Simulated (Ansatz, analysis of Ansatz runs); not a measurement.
# Migration in MgB2C2 (Pnnm): Mg_i hop between interstitial places, charge +2, part 2 of 4

How high is the barrier when Mg changes place in MgB2C2 (Pnnm)? The case: Mg_i hop between interstitial places, charge +2, in a cell of 60 host atoms with 1 Mg put in.

Ansatz 0.2.0; plane-wave PAW DFT, PBEsol; nudged elastic band between two relaxed defect structures at fixed charge in a uniform background.

So far: Set-up; Relaxation of the start point, charge +2.

### 3. Relaxation of the end point, charge +2

Level of this step: plane-wave PAW DFT, PBEsol; relaxation of all atoms of a defect supercell at fixed charge in a uniform background (Ansatz).

The end point is relaxed in the same cell and settings, so that the two energies compare.

qp2.end/input.yaml reads:

```yaml
crystal:
  lattice:
    - [4.61704896, 7.1710112, 0.0]
    - [-4.61704896, 7.1710112, 0.0]
    - [0.0, 0.0, 8.29768847]
  atoms:
    - { symbol: Mg, position: [0.0, 0.5, 0.16666667] }
    - { symbol: Mg, position: [0.5, 0.0, 0.16666667] }
[... 4 atom lines left out ...]
    - { symbol: B, position: [0.19313509, 0.07725855, 0.16666667] }
[... 6 atom lines left out ...]
    - { symbol: C, position: [0.50257364, 0.71824658, 0.16666667] }
[... 1 atom line left out ...]
    - { symbol: C, position: [0.99742636, 0.78175342, 0.16666667] }
[... 6 atom lines left out ...]
    - { symbol: Mg, position: [0.0, 0.0, 0.33333333] }
    - { symbol: Mg, position: [0.5, 0.5, 0.33333333] }
[... 4 atom lines left out ...]
    - { symbol: B, position: [0.42274145, 0.80686491, 0.33333333] }
[... 1 atom line left out ...]
    - { symbol: B, position: [0.07725855, 0.69313509, 0.33333333] }
[... 2 atom lines left out ...]
    - { symbol: C, position: [0.50257364, 0.71824658, 0.5] }
[... 1 atom line left out ...]
    - { symbol: C, position: [0.99742636, 0.78175342, 0.5] }
    - { symbol: C, position: [0.21824658, 0.50257364, 0.33333333] }
[... 1 atom line left out ...]
    - { symbol: C, position: [0.28175342, 0.99742636, 0.33333333] }
[... 21 atom lines left out ...]
    - { symbol: Mg, position: [0.25, 0.75, 0.4703] }
total_charge: 2
basis:
  ecutwfc: 420
  xc_grid: 2
hamiltonian:
  xc: pbesol
kpoints:
  mp_grid: { grid: [1, 1, 1], shift: [0.25, 0.25, 0.25] }
scf:
  occupations: { method: fixed }
  max_iter: 60
output:
  forces: true
relax:
  f_tol: 0.02
  max_steps: 70
  random_displacement: { amplitude: 0.03, seed: 8041 }
```

Launch:

```bash
> ansatz run input.yaml --threads 4 --pin off --max-ram 7536MiB --backend cpu --events-out ev --progress --plain --runs-dir out
```

Numbers of over 12 decimals in the logs are rounded to 6 here.

Log:

```text
[...]
Crystal: 61 atoms, lattice volume = 549.455 Å³
Basis set: ecut = 420 eV, 10723 PW (Γ), exchange–correlation on 120×120×120 points (8 copies of the dense FFT grid, shifted against one another)
Bands: 209, of which v1, the nominal top of the filled ones, is band 148 counted from 1 (147 counted from 0)
Symmetry: 1 space group operations
k-points: 1
[...]
SCF iter   1: F=—  HF=-34465.786611 eV  |F-HF|=—  |Δ(HF+E_count)|=         —  Δρ=1.42e-2  dr2=1.10e0  ethr=1.77e-3  ⟨swp⟩=5.0  Hψ=644  notcnv=0  defer=57
[...]
SCF iter   6: F=-34465.317903 eV  HF=-34465.317901 eV  |F-HF|=2.28e-6  |Δ(HF+E_count)|=   1.39e-5  Δρ=3.32e-5  dr2=7.86e-6  ethr=3.38e-9  ⟨swp⟩=3.0  Hψ=684  notcnv=0
SCF 1 converged in 6 iterations: F = -34465.317903 eV  dr2 = 7.86e-6
[...]
--- Relaxed structure (5 steps of the walk, 5 accepted, 0 SCFs on fresh bases) ---
  F+E_penalty+E_count = -34467.26258441 eV   max|allowed force component| = 1.186e-2 eV/Å
  atoms:
    - { symbol: Mg, position: [0.011670, 0.492079, 0.163970] }
    - { symbol: Mg, position: [0.488952, 0.007744, 0.163946] }
    [... 11 atoms left out ...]
    - { symbol: C, position: [0.513975, 0.715637, 0.164609] }
    [... 1 atom left out ...]
    - { symbol: C, position: [0.986618, 0.784240, 0.164606] }
    [... 6 atoms left out ...]
    - { symbol: Mg, position: [-0.036451, 0.019620, 0.328868] }
    - { symbol: Mg, position: [0.537108, 0.480182, 0.328526] }
    [... 4 atoms left out ...]
    - { symbol: B, position: [0.437051, 0.800872, 0.328387] }
    [... 1 atom left out ...]
    - { symbol: B, position: [0.063457, 0.698878, 0.328486] }
    [... 2 atoms left out ...]
    - { symbol: C, position: [0.514701, 0.711990, 0.499342] }
    [... 2 atoms left out ...]
    - { symbol: C, position: [0.223202, 0.516437, 0.333455] }
    [... 1 atom left out ...]
    - { symbol: C, position: [0.277496, 0.983496, 0.333538] }
    [... 21 atoms left out ...]
    - { symbol: Mg, position: [0.250303, 0.749856, 0.499268] }
[key lines of the parts left out:]
SCF converged after 6 iterations
Free energy (F): -34467.262584 eV
Fermi energy:    8.162341 eV
```

Run time: 14 s. Hardware: 4 threads of Intel Xeon Platinum 8488C (Sapphire Rapids), shared host; peak memory 0.93 GiB; 50 s of CPU time.

Relaxation path:

```
step  energy less that of the first step (eV)  largest force component (eV/Å)
   1                                   0.0000                          2.6891
   2                                  -1.4096                          1.1692
   3                                  -1.9155                          0.1967
   4                                  -1.9428                          0.0620
   5                                  -1.9447                          0.0119
```

The atoms that moved most (Å, from the sites as typed, ahead of the random displacement, the mean shift of all atoms taken out):

```
atom      dx      dy      dz  length
Mg24   0.261   0.123  -0.038   0.291
Mg23  -0.261  -0.122  -0.035   0.290
Mg43  -0.261  -0.123   0.030   0.290
Mg44   0.261   0.122   0.027   0.289
Mg61   0.000   0.000   0.242   0.242
 C40   0.044   0.137  -0.008   0.144
 C58  -0.044  -0.137   0.000   0.144
 C38  -0.045  -0.135  -0.008   0.143
```

Neighbours of Mg61 at the end:

```
atom  distance (Å)
 C34         2.142
 C36         2.142
 B51         2.304
 B31         2.304
 B29         2.304
 B49         2.305
 C37         2.508
 C59         2.509
 C57         2.510
 C39         2.510
 B25         2.525
 B27         2.526
```

Read from the output:

```yaml
free_energy: -34467.2626 eV
largest_move_from_the_ideal_geometry_of_this_structure_a_common_shift_of_the_far_atoms_taken_out: 0.2903 Å
```

The relaxation gained 1.945 eV and ended with a largest force component of 0.012 eV/Å. The end lies within 1 meV of the start.

[end of part 2 of 4]

[Logs are printed without paths, hosts, clocks, repeated set-up lines and the standing remarks that a program may print on its own settings, such as how far it seeks lower states.]

[Hosts, paths, dates, database ids (printed as entryN), source tags and the programs' standing remarks are cut or masked in the printed files.]
